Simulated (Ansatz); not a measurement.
## RbYbF3 (Pm-3m): phonons and vibrational spectra

Task: relax RbYbF3 (Pm-3m), then find its harmonic phonons.

Calculated with Ansatz 0.2.0; DFT PBEsol+U, scalar-relativistic, plane waves, PAW.

## 1. Set-up

Symmetry: Pm-3m, No. 221, cubic system. The conventional cell has a = 4.449 Å, b = 4.449 Å, c = 4.449 Å, α = 90.00°, β = 90.00°, γ = 90.00°. Rb has 12 F at 3.15 Å nearest. Nearest to Yb lie 6 F at 2.22 Å. Nearest to F lie 2 Yb at 2.22 Å and 4 Rb at 3.15 Å. Farther neighbours and most contacts between anions are not listed.

## 2. Bringing the structure to rest

The cell and atoms are relaxed, since residual forces and stress would shift the frequencies.

Contents of input.yaml:

```yaml
crystal:
  lattice:
    - [4.448688, 0.0, 0.0]
    - [0.0, 4.448688, 0.0]
    - [0.0, 0.0, 4.448688]
  atoms:
    - { symbol: Rb, position: [0.0, 0.0, 0.0] }
    - { symbol: Yb, position: [0.5, 0.5, 0.5] }
    - { symbol: F, position: [0.0, 0.5, 0.5] }
    - { symbol: F, position: [0.5, 0.0, 0.5] }
    - { symbol: F, position: [0.5, 0.5, 0.0] }
kpoints:
  mp_grid: { grid: [6, 6, 6] }
hamiltonian:
  xc: pbesol
  hubbard: { sites: [{ species: Yb, l: f, u_eff: 6.0 }] }
scf:
  occupations: { method: gaussian, width: 0.02 }
output:
  forces: true
  stress: true
  eigenvalues: true
relax:
  adjacent_minimum: "off"
  f_tol: 0.005
  max_steps: 80
  cell: { stress_tol: 0.05 }
```

Run with:

```bash
$ ansatz run input.yaml --threads 8 --pin off --max-ram 14336MiB --backend cpu --events-out ev --progress --plain --runs-dir out
```

Numbers of over 12 decimals in the logs are rounded to 6 here.

Log:

```text
Rb: projections on atomic orbitals take those of the free atom [Ar 3d10] 4s2 4p6 5s1, of charge +0.00 (hamiltonian.pseudopotentials.projection_atoms); the dataset's partial waves leave at most 2.5e-6 of an orbital's norm unspanned inside its sphere
Yb: projections on atomic orbitals take those of the free atom [Kr 4d10] 4f14 5s2 5p6 5d0 6s2, of charge +0.00 (hamiltonian.pseudopotentials.projection_atoms); the dataset's partial waves leave at most 1.5e-4 of an orbital's norm unspanned inside its sphere
F: projections on atomic orbitals take those of the free atom [He] 2s2 2p5, of charge +0.00 (hamiltonian.pseudopotentials.projection_atoms); the dataset's partial waves leave at most 1.6e-8 of an orbital's norm unspanned inside its sphere
Engine: ansatz 0.2.0, x86_64-unknown-linux-gnu
Pseudopotentials: kind: paw
Pseudopotential: Rb, paw, valence charge 9, recommended cutoff 420 eV (normal), Rb.paw.azcp
Pseudopotential: Yb, paw, valence charge 24, recommended cutoff 420 eV (normal), Yb.paw.azcp
Pseudopotential: F, paw, valence charge 7, recommended cutoff 420 eV (normal), F.paw.azcp
Functional definition: PBEsol
  exchange = pbesol_x
  correlation = pbesol_c
Crystal: 5 atoms, lattice volume = 88.043 Å³
Basis set: ecut = 420 eV, 1743 PW (Γ), exchange–correlation on 60×60×60 points (8 copies of the dense FFT grid, shifted against one another)
Bands: 33, of which v1, the nominal top of the filled ones, is band 27 counted from 1 (26 counted from 0)
Symmetry: 48 space group operations
Space group: Pm-3m (ITA 221), of the structure as read, at distance tolerance 4.4e-5 Å
k-points: 20 of 216
Non-local potential: Rb, projectors of the file, l = 0: 3, l = 1: 2, l = 2: 2
Non-local potential: Yb, projectors of the file, l = 0: 3, l = 1: 2, l = 2: 2, l = 3: 3
Non-local potential: F, projectors of the file, l = 0: 2, l = 1: 2, l = 2: 1
PAW form: soft (Blöchl's): semilocal exchange-correlation on the pseudo side does not see the compensation charge
PAW frozen core: Rb, regenerated for the run's functional, and the local potential with it (the file was generated under x = pbe(κ = 0.804, μ = 0.219515), c = pbe(β = 0.066725))
PAW frozen core: Yb, regenerated for the run's functional, and the local potential with it (the file was generated under x = pbe(κ = 0.804, μ = 0.219515), c = pbe(β = 0.066725))
PAW frozen core: F, regenerated for the run's functional, and the local potential with it (the file was generated under x = pbe(κ = 0.804, μ = 0.219515), c = pbe(β = 0.066725))
PAW one-centre angular grid: Rb, 110 points (default); XC on 64 Gauss nodes
PAW one-centre angular grid: Yb, 590 points (default); XC on 64 Gauss nodes
PAW one-centre angular grid: F, 110 points (default); XC on 64 Gauss nodes
Initial density: superposition of atomic densities (chi_scale 0.1, normalization cell, long waves of neutral atoms under a Hubbard term (reshape's long-wave potential 0.01 eV rms, cloud 2.77 Å wide))
Initial wavefunctions: pseudopotential atomic-orbital guess
Functional: x = pbesol(κ = 0.804, μ = 0.123457), c = pbesol(β = 0.046)
SCF iter   1: F=—  HF=-19305.253907 eV  |F-HF|=—  |Δ(HF+E_count)|=         —  Δρ=9.90e-2  dr2=7.99e0  ethr=3.10e-3  ⟨swp⟩=8.3  Hψ=3415  notcnv=0
preconditioner: auto → Resta (q_TF=auto, 2.515 Å⁻¹)  ε∞=4.9  [insulator: Δε(μ)=3.227 eV  Ē_g=14.183 eV  σ=0.020 eV  W_gap=1.00  n_scr=26 (ndim 8)  ℏωp=28.0 eV  f_vac=0.009  D(μ)=0.00/eV (n_scr^D=0)  ε∞_Penn≈4.9]
SCF iter   2: F=—  HF=-19303.464229 eV  |F-HF|=—  |Δ(HF+E_count)|=    1.79e0  Δρ=3.31e-2  dr2=1.16e0  ethr=3.10e-3  ⟨swp⟩=4.2  Hψ=1846  notcnv=0  defer=33
SCF iter   3: F=—  HF=-19302.939588 eV  |F-HF|=—  |Δ(HF+E_count)|=   5.25e-1  Δρ=2.89e-2  dr2=9.45e-1  ethr=2.15e-3  ⟨swp⟩=3.5  Hψ=1675  notcnv=0  defer=30
SCF iter   4: F=—  HF=-19302.671246 eV  |F-HF|=—  |Δ(HF+E_count)|=   2.68e-1  Δρ=1.54e-2  dr2=2.70e-1  ethr=1.75e-3  ⟨swp⟩=3.2  Hψ=1517  notcnv=0  defer=31
SCF iter   5: F=—  HF=-19302.604147 eV  |F-HF|=—  |Δ(HF+E_count)|=   6.71e-2  Δρ=5.42e-3  dr2=3.36e-2  ethr=4.99e-4  ⟨swp⟩=3.2  Hψ=1374  notcnv=0  defer=32
SCF iter   6: F=—  HF=-19302.611964 eV  |F-HF|=—  |Δ(HF+E_count)|=   7.82e-3  Δρ=1.28e-3  dr2=2.07e-3  ethr=6.22e-5  ⟨swp⟩=3.1  Hψ=1324  notcnv=0  defer=32
SCF iter   7: F=—  HF=-19302.612691 eV  |F-HF|=—  |Δ(HF+E_count)|=   7.28e-4  Δρ=2.48e-4  dr2=5.44e-5  ethr=3.83e-6  ⟨swp⟩=2.0  Hψ=1240  notcnv=0  defer=32
SCF iter   8: F=—  HF=-19302.612767 eV  |F-HF|=—  |Δ(HF+E_count)|=   7.55e-5  Δρ=7.08e-5  dr2=3.72e-6  ethr=1.01e-7  ⟨swp⟩=2.8  Hψ=1403  notcnv=0  defer=32
SCF iter   9: F=—  HF=-19302.612771 eV  |F-HF|=—  |Δ(HF+E_count)|=   4.37e-6  Δρ=1.58e-5  dr2=1.66e-7  ethr=6.90e-9  ⟨swp⟩=2.2  Hψ=1176  notcnv=0  defer=32
SCF iter  10: F=-19302.612772 eV  HF=-19302.612772 eV  |F-HF|=3.18e-8  |Δ(HF+E_count)|=   4.44e-7  Δρ=3.58e-6  dr2=9.31e-9  ethr=1.85e-10  ⟨swp⟩=14.8  Hψ=4410  notcnv=0
SCF 1 converged in 10 iterations: F = -19302.612772 eV  dr2 = 9.31e-9
  greatest PAW one-centre occupation: 0.996 electrons in one spin orbital (limit 2), on the Yb atom at site 1 (counted from 0), in its partial waves of l = 0
relax step   1: F+E_penalty+E_count = -19302.61277155 eV  Δ(F+E_penalty+E_count) = +0.000e0 eV  max|allowed force component| = 3.196e-28 eV/Å  Δτ_max = 0.0000 Å  P = +3.712 GPa  Ω = 88.043 Å³  (10 SCF iters, dr2 threshold 1.00e-7 eV, accepted)
Crystal: 5 atoms, lattice volume = 93.038 Å³
Basis set: ecut = 420 eV, 1839 PW (Γ), exchange–correlation on 60×60×60 points (8 copies of the dense FFT grid, shifted against one another)
Initial density: handed on by an earlier stage of this run
Initial wavefunctions: those handed on with the density
iter 1 solved again at ethr=3.40e-5 eV; its pass at ethr=3.10e-3 eV (dr2=1.84e-2 eV) is discarded
SCF iter   1: F=—  HF=-19302.658762 eV  |F-HF|=—  |Δ(HF+E_count)|=         —  Δρ=3.60e-3  dr2=1.66e-2  ethr=3.40e-5  ⟨swp⟩=3.0  Hψ=4535  notcnv=0
preconditioner: auto → Resta (q_TF=auto, 2.492 Å⁻¹)  ε∞=4.7  [insulator: Δε(μ)=0.840 eV  Ē_g=14.492 eV  σ=0.020 eV  W_gap=1.00  n_scr=26 (ndim 8)  ℏωp=27.8 eV  f_vac=0.154  D(μ)=0.00/eV (n_scr^D=0)  ε∞_Penn≈4.7]
SCF iter   2: F=—  HF=-19302.655143 eV  |F-HF|=—  |Δ(HF+E_count)|=   3.62e-3  Δρ=2.04e-3  dr2=2.82e-3  ethr=3.07e-5  ⟨swp⟩=3.8  Hψ=1422  notcnv=0
SCF iter   3: F=—  HF=-19302.654345 eV  |F-HF|=—  |Δ(HF+E_count)|=   7.98e-4  Δρ=1.42e-3  dr2=2.87e-3  ethr=5.23e-6  ⟨swp⟩=3.0  Hψ=1612  notcnv=0  defer=21
SCF iter   4: F=—  HF=-19302.653397 eV  |F-HF|=—  |Δ(HF+E_count)|=   9.48e-4  Δρ=5.64e-4  dr2=2.93e-4  ethr=5.23e-6  ⟨swp⟩=3.1  Hψ=1447  notcnv=0  defer=24
[...]
SCF 2 converged in 8 iterations: F = -19302.653513 eV  dr2 = 3.86e-8
relax step   2: F+E_penalty+E_count = -19302.65351269 eV  Δ(F+E_penalty+E_count) = -4.074e-2 eV  max|allowed force component| = 1.433e-29 eV/Å  Δτ_max = 0.0000 Å  P = -0.035 GPa  Ω = 93.038 Å³  energy of the carried Pulay correction = -1.422e-2 eV  (8 SCF iters, dr2 threshold 5.00e-7 eV, accepted)
Basis set: ecut = 420 eV, 1839 PW (Γ), exchange–correlation on 64×64×64 points (8 copies of the dense FFT grid, shifted against one another)
Initial wavefunctions: pseudopotential atomic-orbital guess (no wavefunctions were taken with the density)
iter 1 solved again at ethr=1.43e-7 eV; its pass at ethr=3.10e-3 eV (dr2=7.72e-5 eV) is discarded
SCF iter   1: F=—  HF=-19302.673273 eV  |F-HF|=—  |Δ(HF+E_count)|=         —  Δρ=6.12e-4  dr2=5.30e-5  ethr=1.43e-7  ⟨swp⟩=4.1  Hψ=5837  notcnv=0
preconditioner: auto → Resta (q_TF=auto, 2.492 Å⁻¹)  ε∞=4.7  [insulator: Δε(μ)=1.035 eV  Ē_g=14.524 eV  σ=0.020 eV  W_gap=1.00  n_scr=26 (ndim 8)  ℏωp=27.8 eV  f_vac=0.129  D(μ)=0.00/eV (n_scr^D=0)  ε∞_Penn≈4.7]
SCF iter   2: F=—  HF=-19302.673351 eV  |F-HF|=—  |Δ(HF+E_count)|=   7.76e-5  Δρ=2.77e-4  dr2=2.20e-5  ethr=9.81e-8  ⟨swp⟩=2.0  Hψ=1162  notcnv=0
SCF iter   3: F=—  HF=-19302.673371 eV  |F-HF|=—  |Δ(HF+E_count)|=   2.05e-5  Δρ=1.37e-4  dr2=3.05e-6  ethr=4.07e-8  ⟨swp⟩=2.0  Hψ=1171  notcnv=0
SCF iter   4: F=—  HF=-19302.673375 eV  |F-HF|=—  |Δ(HF+E_count)|=   3.66e-6  Δρ=5.30e-5  dr2=1.02e-6  ethr=5.65e-9  ⟨swp⟩=3.0  Hψ=1339  notcnv=0
SCF iter   5: F=—  HF=-19302.673375 eV  |F-HF|=—  |Δ(HF+E_count)|=   9.73e-9  Δρ=7.58e-6  dr2=1.97e-8  ethr=1.88e-9  ⟨swp⟩=2.1  Hψ=1205  notcnv=0
SCF iter   6: F=—  HF=-19302.673375 eV  |F-HF|=—  |Δ(HF+E_count)|=   1.97e-8  Δρ=1.75e-6  dr2=9.44e-10  ethr=3.64e-11  ⟨swp⟩=2.9  Hψ=1283  notcnv=0
SCF iter   7: F=—  HF=-19302.673375 eV  |F-HF|=—  |Δ(HF+E_count)|=  5.13e-10  Δρ=2.98e-7  dr2=1.78e-10  ethr=1.75e-12  ⟨swp⟩=2.4  Hψ=1269  notcnv=0
SCF iter   8: F=-19302.673375 eV  HF=-19302.673375 eV  |F-HF|=7.28e-12  |Δ(HF+E_count)|=  3.27e-11  Δρ=9.83e-8  dr2=1.83e-11  ethr=1.00e-12  ⟨swp⟩=6.3  Hψ=3186  notcnv=0
SCF 3 converged in 8 iterations: F = -19302.673375 eV  dr2 = 1.83e-11
relax step   3: F+E_penalty+E_count = -19302.67337485 eV  Δ(F+E_penalty+E_count) = -1.986e-2 eV  max|allowed force component| = 1.375e-29 eV/Å  Δτ_max = 0.0000 Å  P = +0.361 GPa  Ω = 93.038 Å³  stress off target by 3.61e-1 GPa  SCF on the basis re-selected at this cell (its energy is not comparable with the rows above)  (8 SCF iters)
[...]
relax step   4: F+E_penalty+E_count = -19302.67259190 eV  Δ(F+E_penalty+E_count) = +7.829e-4 eV  max|allowed force component| = 2.134e-29 eV/Å  Δτ_max = 0.0000 Å  P = +0.062 GPa  Ω = 93.546 Å³  energy of the carried Pulay correction = -1.452e-3 eV  (6 SCF iters, dr2 threshold 3.25e-7 eV, accepted)
[...]
relax step   5: F+E_penalty+E_count = -19302.67230169 eV  Δ(F+E_penalty+E_count) = +2.902e-4 eV  max|allowed force component| = 9.019e-30 eV/Å  Δτ_max = 0.0000 Å  P = +0.001 GPa  Ω = 93.653 Å³  energy of the carried Pulay correction = -1.763e-3 eV  (6 SCF iters, dr2 threshold 9.66e-9 eV, accepted)
iter 1 solved again at ethr=2.39e-8 eV; its pass at ethr=3.10e-3 eV (dr2=1.29e-5 eV) is discarded
SCF iter   1: F=—  HF=-19302.674391 eV  |F-HF|=—  |Δ(HF+E_count)|=         —  Δρ=7.35e-5  dr2=7.26e-7  ethr=2.39e-8  ⟨swp⟩=4.6  Hψ=6033  notcnv=0
preconditioner: auto → Resta (q_TF=auto, 2.489 Å⁻¹)  ε∞=4.6  [insulator: Δε(μ)=1.043 eV  Ē_g=14.506 eV  σ=0.020 eV  W_gap=1.00  n_scr=26 (ndim 8)  ℏωp=27.7 eV  f_vac=0.131  D(μ)=0.00/eV (n_scr^D=0)  ε∞_Penn≈4.6]
SCF iter   2: F=—  HF=-19302.674390 eV  |F-HF|=—  |Δ(HF+E_count)|=   1.59e-6  Δρ=3.37e-5  dr2=3.06e-7  ethr=1.34e-9  ⟨swp⟩=2.0  Hψ=1190  notcnv=0
SCF iter   3: F=—  HF=-19302.674391 eV  |F-HF|=—  |Δ(HF+E_count)|=   9.59e-7  Δρ=1.69e-5  dr2=4.26e-8  ethr=5.67e-10  ⟨swp⟩=2.0  Hψ=1202  notcnv=0
SCF iter   4: F=—  HF=-19302.674391 eV  |F-HF|=—  |Δ(HF+E_count)|=   2.59e-7  Δρ=6.28e-6  dr2=1.43e-8  ethr=7.89e-11  ⟨swp⟩=3.0  Hψ=1324  notcnv=0
SCF iter   5: F=—  HF=-19302.674391 eV  |F-HF|=—  |Δ(HF+E_count)|=   6.32e-9  Δρ=8.56e-7  dr2=2.42e-10  ethr=2.65e-11  ⟨swp⟩=2.1  Hψ=1212  notcnv=0
SCF iter   6: F=-19302.674391 eV  HF=-19302.674391 eV  |F-HF|=4.00e-11  |Δ(HF+E_count)|=  3.64e-10  Δρ=2.42e-7  dr2=2.55e-11  ethr=1.00e-12  ⟨swp⟩=7.1  Hψ=3473  notcnv=0
SCF 6 converged in 6 iterations: F = -19302.674391 eV  dr2 = 2.55e-11
relax step   6: F+E_penalty+E_count = -19302.67439103 eV  Δ(F+E_penalty+E_count) = -2.089e-3 eV  max|allowed force component| = 2.994e-29 eV/Å  Δτ_max = 0.0000 Å  P = +0.016 GPa  Ω = 93.653 Å³  stress off target by 1.57e-2 GPa  SCF on the basis re-selected at this cell (its energy is not comparable with the rows above)  (6 SCF iters)
basis re-selected at this cell: Δ(F+E_penalty+E_count) = -2.089e-3 eV, ΔP = +0.015 GPa vs the last step (what re-selecting the basis moved, of the pressure what is left beyond the Pulay correction that the steps carried, after the strain that the cell walked since its last selection, with what the two solves' SCF thresholds leave and, on support functions, any second-order correction that the steps lacked; it is no m [...]
SCF converged after 6 iterations
Free energy (F): -19302.674391 eV
Harris-Foulkes:  -19302.674391 eV  (|F-HF|=4.00e-11)
Internal energy: -19302.674391 eV  (E = F + TS)
E sigma→0 (E₀):  -19302.674391 eV
Fermi energy:    8.514789 eV
--- Per-component energies (eV) ---
  E_band       = -174.182060
  E_kinetic    = 1165.320151
  E_local      = -9662.526714  (includes V_loc(G=0)·N_el)
  E_nonlocal   = 969.398230
  E_hartree    = 4088.695110
  E_xc         = -527.354203
  E_vxc        = -643.443806  (∫ρ·V_xc dr)
  E_hubbard    = 0.055556  (on-site DFT+U / exact-exchange correction)
  E_vhub       = -41.833226  (the Hubbard potential's part of the band-sum identity)
  E_paw        = -10397.793849  (= ΣΔE_a)
  E_vpaw       = -138.493074  (= ΣTr[D̂ρ^β])
  E_aug_tail   = 0.006138  (compensation charges beyond the density's cutoff)
  E_ewald      = -4939.855004
  E_core_change = 1.380193  (= ΣΔE_core)
  E_smearing   = -0.000000  (= −TS)
  E_closure    = -0.000000  (closes the sum)
  Σ components = -19302.674391   (vs F -19302.674391, Δ=0.00e0)
--- Forces (eV/Å), atoms counted from 1 ---
  atom   1  Rb     0.00000000    -0.00000000    -0.00000000
  atom   2  Yb    -0.00000000     0.00000000     0.00000000
  atom   3  F      0.00000000    -0.00000000    -0.00000000
  atom   4  F      0.00000000    -0.00000000    -0.00000000
  atom   5  F      0.00000000    -0.00000000     0.00000000
  max |Σ_I F_I| component: 1.86e-29 eV/Å
--- Stress (GPa, compression-positive) ---
        0.015713       0.000000      -0.000000
        0.000000       0.015713       0.000000
       -0.000000       0.000000       0.015713
  P = ⅓ Tr σ = 0.0157 GPa (0.157 kbar)
--- Band table (eV; the first three rows and the last of 20) ---
  k-point 0: bands = [... 23 lower, 7.8311, 7.9932, 7.9932, 7.9932, 9.0360, 11.8394, 11.8394, 12.3410, ... 2 higher]
  k-point 1: bands = [... 23 lower, 7.8301, 7.9475, 7.9816, 7.9816, 9.4319, 12.0405, 12.0618, 12.4776, ... 2 higher]
  k-point 2: bands = [... 23 lower, 7.8283, 7.8828, 7.9659, 7.9659, 10.3939, 12.3083, 12.4974, 12.8314, ... 2 higher]
  k-point 19: bands = [... 23 lower, 7.7266, 7.7858, 7.7858, 7.7858, 12.5762, 12.5762, 12.5762, 13.9416, ... 2 higher]
Occupation matrices written to <dir>
--- Relaxed structure (4 steps of the walk, 4 accepted, 2 SCFs on fresh bases) ---
  F+E_penalty+E_count = -19302.67439103 eV   max|allowed force component| = 2.994e-29 eV/Å   (the final SCF, on the basis selected at the relaxed cell)
  cell:  # Å, volume = 93.6531 Å³
    - [4.541236, 0, 0]
    - [0, 4.541236, 0]
    - [0, 0, 4.541236]
  atoms:
    - { symbol: Rb, position: [0, 0, 0] }
    - { symbol: Yb, position: [0.5, 0.5, 0.5] }
    - { symbol: F, position: [0, 0.5, 0.5] }
    - { symbol: F, position: [0.5, 0, 0.5] }
    - { symbol: F, position: [0.5, 0.5, 0] }
```

Run time: 4 s. Hardware: 8 threads of Intel Xeon Platinum 8488C (Sapphire Rapids), shared host; peak memory 0.62 GiB; 25 s of CPU time.

Relaxation path:

```
step  energy less that of the first step (eV)  largest force component (eV/Å)  pressure (GPa)  volume (Å³)
   1                                   0.0000                          0.0000            3.71        88.04
   2                                  -0.0407                          0.0000           -0.03        93.04
  3*                                  -0.0606                          0.0000            0.36        93.04
   4                                  -0.0598                          0.0000            0.06        93.55
   5                                  -0.0595                          0.0000            0.00        93.65
  6*                                  -0.0616                          0.0000            0.02        93.65
```

Relaxation steps marked * repeat the geometry before them on a plane-wave basis chosen anew for their cell, so energy and pressure can jump there.

The run keeps the 48 symmetry operations that it works with, so distortions that break them were not tested.

```
conventional cell, symmetrised  before  after  change
                         a (Å)   4.449  4.541  +2.1 %
                         b (Å)   4.449  4.541  +2.1 %
                         c (Å)   4.449  4.541  +2.1 %
              volume (Å³/atom)   17.61  18.73  +6.4 %
```

The relaxed structure:

```xyz
5
Lattice="4.5412 0.0000 0.0000 0.0000 4.5412 0.0000 0.0000 0.0000 4.5412" Properties=species:S:1:pos:R:3 pbc="T T T"
Rb    0.0000    0.0000    0.0000
Yb    2.2706    2.2706    2.2706
F     0.0000    2.2706    2.2706
F     2.2706    0.0000    2.2706
F     2.2706    2.2706    0.0000
```

This step gave:

* pressure: 0.01571 GPa
* gap on the k-mesh: 1.043 eV
* volume per atom: 18.73 Å³
* direct gap on mesh: 1.043 eV

In this step the volume went from 17.61 to 18.73 Å³/atom.

(Continued in part 2 of 3.)

[Logs are printed without paths, hosts, clocks, repeated set-up lines and the standing remarks that a program may print on its own settings, such as how far it seeks lower states.]

[Hosts, paths, dates, database ids (printed as entryN), source tags and the programs' standing remarks are cut or masked in the printed files.]
